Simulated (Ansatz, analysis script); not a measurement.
# Magnetovolume effects in a free-standing triangular Rh monolayer, spacing 2.603 Å

Aim: follow the moments and energy of a free-standing triangular Rh monolayer, spacing 2.603 Å as the cell is scaled, from three starts.

Main program and level: Ansatz 0.2.0; PBE, PAW set soft_1.

This is a report of a sequence of runs, with most program output left out.

### Step 1. Starting point

The cell holds 1 atom: 1 Rh. Its edges and angles: a = 2.603 Å, b = 2.603 Å, c = 14.000 Å, α = 90.0°, β = 90.0°, γ = 120.0°. An idealised lattice of chosen spacing, in vacuum. Vacuum lies along c.

### Step 2. The collinear state

The work starts on two spin channels, which tell the size of the moments.

The input, input.yaml:

```yaml
crystal:
  lattice:
    - [2.603, 0.0, 0.0]
    - [-1.3015, 2.254264, 0.0]
    - [0.0, 0.0, 14.0]
  atoms:
    - { symbol: Rh, position: [0.0, 0.0, 0.5], spin: 1.0 }
magnetization:
  spin_polarized: true
kpoints:
  mp_grid: { grid: [19, 19, 1] }
hamiltonian:
  xc: pbe
  pseudopotentials: { kind: paw, azcp: { folder: soft_1 } }
scf:
  occupations: { method: fermi_dirac, width: 0.05 }
  max_iter: 120
  convergence: { dr2_threshold: 1.0e-08 }
  lower_state_search: "off"
output:
  write_density: true
  write_potential: true
  elf: true
  volumetric_format: npy
```

The run is started by

```sh
ansatz run input.yaml --threads 2 --pin off --max-ram 5120MiB --backend cpu --events-out ev --progress --plain --runs-dir out
```

Elapsed: 4.6 s, on 2 threads of Arm Neoverse V1, shared host; peak memory 0.34 GiB; 8.2 s of CPU time.

Spin moment in the atom's sphere by atom:

```tsv
atom	spin moment in the atom's sphere (μB)
Rh1	1.04
```

The run ends ferromagnetic, with a net moment of 1.16 μB a cell. With one Rh atom carrying the moment, parallel order of its images is forced by the cell, not found.

Spin density in the ca plane at fractional y = 0.000, with atoms of Rh within 0.2 Å of it.

Ten even steps from '0' (0.00 e/Å³) to '9' (0.70 e/Å³), each cell a mean:
```
0000000000000000015877310000000000000000
0000000000000000012333100000000000000000
0000000000000000000000000000000000000000
0000000000000000000000000000000000000000
0000000000000000000000000000000000000000
0000000000000000001212100000000000000000
0000000000000000014656300000000000000000
0000000000000000026999410000000000000000
```
Columns run along c (14.0 Å), rows up along a (2.6 Å). Atoms in or near the plane, at fractional coordinates: Rh at (0.50, 0.00).

Valence density in the ca plane at fractional y = 0.000, with atoms of Rh within 0.2 Å of it. It is the smooth field of the valence electrons, not physical close to the nuclei.

Values in units of 1e0 e/Å³, 5 rows by 16 columns, each cell a mean:
```
0.0 0.0 0.0 0.0 0.0 0.0 0.2 4.5 6.6 0.4 0.0 0.0 0.0 0.0 0.0 0.0
0.0 0.0 0.0 0.0 0.0 0.0 0.1 0.9 1.2 0.1 0.0 0.0 0.0 0.0 0.0 0.0
0.0 0.0 0.0 0.0 0.0 0.0 0.1 0.3 0.4 0.1 0.0 0.0 0.0 0.0 0.0 0.0
0.0 0.0 0.0 0.0 0.0 0.0 0.1 1.8 2.6 0.2 0.0 0.0 0.0 0.0 0.0 0.0
0.0 0.0 0.0 0.0 0.0 0.0 0.2 5.9 8.6 0.4 0.0 0.0 0.0 0.0 0.0 0.0
```
Columns run along c (14.0 Å), rows up along a (2.6 Å). Atoms in or near the plane, at fractional coordinates: Rh at (0.50, 0.00).

ELF in the ca plane at fractional y = 0.000, with atoms of Rh within 0.2 Å of it. It is the smooth field of the valence electrons, not physical close to the nuclei.

Ten even steps from '0' (0.00) to '9' (0.76), each cell a mean:
```
0000000000000012247998632110000000000000
0000000000000011235776422100000000000000
0000000000000011223443322100000000000000
0000000000000001233333322100000000000000
0000000000000011223333322100000000000000
0000000000000011234665322100000000000000
0000000000000012246898532110000000000000
0000000000000012247998632110000000000000
```
Columns run along c (14.0 Å), rows up along a (2.6 Å). Atoms in or near the plane, at fractional coordinates: Rh at (0.50, 0.00).

### Step 3. Denser mesh

Levels at the Fermi energy are partly filled, so moments and energy differences can hang on the k-mesh, and the state is solved again on a denser one.

input.yaml, the sections that differ from step 2:

```yaml
crystal:
  lattice:
    - [2.603, 0.0, 0.0]
    - [-1.3015, 2.254264, 0.0]
    - [0.0, 0.0, 14.0]
  atoms:
    - { symbol: Rh, position: [0.0, 0.0, 0.5], spin: 1.04 }
kpoints:
  mp_grid: { grid: [24, 24, 1] }
basis:
  ecutwfc: 420.0
checkpoint:
  read: start
  write: ck
  compress: false
  write_wavefunctions: false
  write_every: 100000
# magnetization, hamiltonian, scf: as in step 2
# output: removed
```

Run time: 3.6 s. Hardware: 2 threads; peak memory 0.36 GiB.

Spin moment in the atom's sphere by atom:

```tsv
atom	spin moment in the atom's sphere (μB)
Rh1	1.11
```

The run ends ferromagnetic, with a net moment of 1.22 μB a cell, against 1.16 μB on the first mesh.

The cell's area in the plane is scaled by the factor named; fractional positions stay, and energies count from the lowest run.

### Step 4. Factor 0.8, typed moments

Three starts at each size show whether high-spin, low-spin and non-magnetic states coexist. One mesh, built for the smallest cell, and one cutoff serve all sizes, so that energies can be subtracted.

input.yaml, the sections that differ from step 3:

```yaml
crystal:
  lattice:
    - [2.32819398, 0.0, 0.0]
    - [-1.16409699, 2.01627502, 0.0]
    - [0.0, 0.0, 14.0]
  atoms:
    - { symbol: Rh, position: [0.0, 0.0, 0.5], spin: 1.0 }
kpoints:
  mp_grid: { grid: [26, 26, 1] }
output:
  stress: true
# magnetization, hamiltonian, scf, basis: as in step 3
# checkpoint: removed
```

The run is started by

```sh
ansatz run input.yaml --threads 1 --pin off --max-ram 2560MiB --backend cpu --events-out ev --progress --plain --runs-dir out
```

Run time: 11 s. Hardware: 1 thread; peak memory 0.34 GiB.

It ends ferromagnetic, with 0.182 μB on the largest site.

### Step 5. Factor 0.8, starting moments cut to 30 %

A self-consistent run from these starting moments shows which magnetic state they lead to.

input.yaml: that of step 4 with these lines changed.

```diff
@@ -6,3 +6,3 @@
   atoms:
-    - { symbol: Rh, position: [0.0, 0.0, 0.5], spin: 1.0 }
+    - { symbol: Rh, position: [0.0, 0.0, 0.5], spin: 0.3 }
 magnetization:
```

Elapsed: 11 s, on 1 thread; peak memory 0.34 GiB.

It ends ferromagnetic, with 0.182 μB on the largest site.

### Step 6. Factor 0.94, typed moments

The density is converged from the given moments; the state reached depends on that start.

input.yaml, the sections that differ from step 5:

```yaml
crystal:
  lattice:
    - [2.52370213, 0.0, 0.0]
    - [-1.26185107, 2.18559004, 0.0]
    - [0.0, 0.0, 14.0]
  atoms:
    - { symbol: Rh, position: [0.0, 0.0, 0.5], spin: 1.0 }
# magnetization, kpoints, hamiltonian, scf, basis, output: as in step 5
```

Wall time 12 s (1 thread); peak memory 0.37 GiB.

It ends ferromagnetic, with 0.836 μB on the largest site.

### Step 7. Factor 1.07, typed moments

input.yaml: that of step 6 with these lines changed.

```diff
@@ -2,4 +2,4 @@
   lattice:
-    - [2.52370213, 0.0, 0.0]
-    - [-1.26185107, 2.18559004, 0.0]
+    - [2.69256414, 0.0, 0.0]
+    - [-1.34628207, 2.33182881, 0.0]
     - [0.0, 0.0, 14.0]
```

Wall time 8.2 s (1 thread); peak memory 0.38 GiB.

It ends ferromagnetic, with 1.19 μB on the largest site.

### Step 8. Factor 1.25, typed moments

input.yaml: that of step 7 with these lines changed.

```diff
@@ -2,4 +2,4 @@
   lattice:
-    - [2.69256414, 0.0, 0.0]
-    - [-1.34628207, 2.33182881, 0.0]
+    - [2.91024247, 0.0, 0.0]
+    - [-1.45512124, 2.52034377, 0.0]
     - [0.0, 0.0, 14.0]
```

It took 13 s on 1 thread; peak memory 0.4 GiB.

It ends ferromagnetic, with 1.38 μB on the largest site.

### Step 9. Factor 1.36, no spin

input.yaml, the sections that differ from step 8:

```yaml
crystal:
  lattice:
    - [3.03559356, 0.0, 0.0]
    - [-1.51779678, 2.62890099, 0.0]
    - [0.0, 0.0, 14.0]
  atoms:
    - { symbol: Rh, position: [0.0, 0.0, 0.5] }
scf:
  occupations: { method: fermi_dirac, width: 0.05 }
  max_iter: 120
  convergence: { dr2_threshold: 1.0e-08 }
# kpoints, hamiltonian, basis, output: as in step 8
# magnetization: removed
```

It took 5.1 s on 1 thread; peak memory 0.37 GiB.

This is the reference without moments at this size.

The other 18 runs of this kind were made alike; their results stand in the table below.

### Step 10. Another try

A test of how the program answers to a changed input.

The input, input.yaml:

```yaml
crystal:
  lattice:
    - [2.32819398, 0.0, 0.0]
    - [-1.16409699, 2.01627502, 0.0]
    - [0.0, 0.0, 14.0]
  atoms:
    - { symbol: Rh, position: [0.0, 0.0, 0.5], spin: 1.0 }
magnetization:
  spin_polarized: true
kpoints:
  mp_grid: { grid: [26, 26, 1] }
hamiltonian:
  xc: pbe
  noncollinear_xc: multicollinear
  pseudopotentials: { kind: paw, azcp: { folder: soft_1 } }
scf:
  occupations: { method: fermi_dirac, width: 0.05 }
  max_iter: 50
  convergence: { dr2_threshold: 1.0e-08 }
  lower_state_search: "off"
basis:
  ecutwfc: 420.0
output:
  stress: true
```

The run is started by

```sh
ansatz run input.yaml --threads 2 --pin off --max-ram 5120MiB --backend cpu --events-out ev --progress --plain --runs-dir out
```

The job ended after 0.02 s (2 threads; peak memory 0.031 GiB).

The program refused the input before any cycle.

The program's message: “Error: inconsistent input (hamiltonian.noncollinear_xc, magnetization.noncollinear): multicollinear requires magnetization.noncollinear: true — the multicollinear treatment sphere-averages signed proj …”

The change that led to it: hamiltonian = {"noncollinear_xc": "multicollinear"}.

### Step 11. Analysis

```tsv
factor	E typed (meV/atom)	E small	E no spin	largest moment, typed (μB)	small	state, typed	state, small
0.8	794.5	794.5	795.3	0.18	0.18	ferromagnetic	ferromagnetic
0.87	226.2	226.2	235.8	0.50	0.50	ferromagnetic	ferromagnetic
0.94	15.7	15.7	44.9	0.84	0.84	ferromagnetic	ferromagnetic
1	0.0	0.0	58.8	1.08	1.08	ferromagnetic	ferromagnetic
1.07	104.4	104.4	197.9	1.19	1.19	ferromagnetic	ferromagnetic
1.15	318.6	318.6	446.2	1.28	1.28	ferromagnetic	ferromagnetic
1.25	650.7	650.7	813.9	1.38	1.38	ferromagnetic	ferromagnetic
1.36	1031.2	1031.2	1229.8	1.53	1.53	ferromagnetic	ferromagnetic
```

### Step 12. Summary of results

```
lowest run                  : factor 1, typed moments
largest moment, typed start : 0.182 μB at 0.8 to 1.53 μB at 1.36
gain by magnetism           : 0.7 to 198.6 meV/atom
```

What this shows: From a factor of 0.8 to 1.36 the largest moment goes from 0.18 to 1.53 μB. The moment grows with the cell, as narrower bands favour. Site moments are taken in spheres that grow with the cell. Both magnetic starts, which share one pattern of signs, end on one state at every size; other orders were not tried. Without spin the lowest energy lies at 0.94, under the magnetic state's 1: moments expand the cell. The cell's shape and the atoms were not relaxed. The 24 scaled-cell runs took 3.7 min of wall time, added up.

[Logs and program files are shortened in this print: banners, set-up blocks, solver, clock and traceback lines can be left out without a mark of their own.]

[Logs are printed without paths, hosts, clocks, repeated set-up lines and the standing remarks that a program may print on its own settings, such as how far it seeks lower states.]

[Hosts, paths, dates, database ids (printed as entryN), source tags and the programs' standing remarks are cut or masked in the printed files.]

[Where the input sets lower_state_search to off, the program did not look for lower states, so one may exist.]
